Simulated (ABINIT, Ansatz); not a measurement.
Records of electronic-structure calculations.

## How the form of the self-energy moves the gap of BaNaH6Ir (F-43m)

The structure is cubic, space group F-43m (No. 216). Conventional cell: a = 7.845 Å, b = 7.845 Å, c = 7.845 Å, α = 90.00°, β = 90.00°, γ = 90.00°. Nearest to Na lie 12 H at 2.79 Å. Nearest to Ba lie 12 H at 2.79 Å. Nearest to H lie 1 Ir at 1.69 Å and 4 H at 2.39 Å and 2 Ba at 2.79 Å and 2 Na at 2.79 Å. Ir has 6 H at 1.69 Å nearest. Farther neighbours, and contacts between anions beyond the nearest, are not listed.

```
method                                   : RPA screening on LDA, plane waves, norm-conserving pseudopotentials (and 3 further levels or steps)
program                                  : ABINIT 10.8.3
settings                                 : cutoff 38 Ha, PseudoDojo scalar-relativistic 0.4.1 standard, norm-conserving, ngkpt (2, 2, 2), nband 100, ecuteps 4.2 Ha, gwcalctyp 2, nfreqre 16, nfreqim 8, inclvkb 2, freqremax 40 eV, spmeth 1, nomegasf 120, shiftk (0, 0, 0), symchi 1, awtr 1, frequency cd, 2×2×2 k-mesh
cost                                     : 8 runs, 3.4 min in all on 4 MPI ranks of Arm Neoverse V1, shared host
notes                                    : The program’s warnings: Min real frequency set to default [Ha] = and nproc spkpt=  >= nkpt= * nsppol=. The cell and positions are those that the Materials Project relaxed with its own functionals (PBE, PBE+U or r2SCAN), kept fixed. Limits: no spin polarisation; d states lean on the start; no spin-orbit coupling. The 2×2×2 mesh is coarse for this cell, which bears on the long-range parts of exchange and screening. The runs have no spin polarisation. For a closed low-spin shell that is the natural state; where a d or f shell is open it is a constraint, and the gap is then not the crystal’s own.
G0W0, Godby-Needs plasmon pole           : 4.164 eV
G0W0, von der Linden-Horsch plasmon pole : 4.184 eV
G0W0, Engel-Farid plasmon pole           : 4.186 eV
one-shot Hartree-Fock                    : 10.774 eV
G0W0, contour deformation                : 4.134 eV
known limits                             : short of the basis limit; no spin polarisation; d states lean on the start; no spin-orbit coupling; coarse k mesh
```

G0W0, von der Linden-Horsch plasmon pole: +0.020 eV against G0W0, Godby-Needs plasmon pole. G0W0, Engel-Farid plasmon pole: +0.022 eV against G0W0, Godby-Needs plasmon pole.

[Long decimals in the printed logs are rounded to 6 places.]

[Logs are printed without paths, hosts, clocks, repeated set-up lines and the standing remarks that a program may print on its own settings, such as how far it seeks lower states.]

[Paths, hosts, dates, memory and timing lines, banners, echoed tables and standing remarks are left out of the program output; an Ansatz launch command may be rebuilt from the run's recorded settings. Measured values are a selection of at most five: reports struck by readers or far from the other reports are left out. None is set beside runs whose start may be inverted or whose files or cutoffs have a known fault.]

[Runs of the session that timed out or met a known fault of the program may be left out.]

[Hosts, paths, dates, database ids (printed as entryN), source tags and the programs' standing remarks are cut or masked in the printed files.]

[G0W0 gaps are taken among the corrected bands and points alone; a level outside them can change the order at an edge.]

[Where Ansatz stands beside ABINIT at settings called matched, ABINIT's density can come from a denser mesh and the files from another edition; pairs whose starting gaps differed by over 0.03 eV were left out, so agreement reads better than it is.]
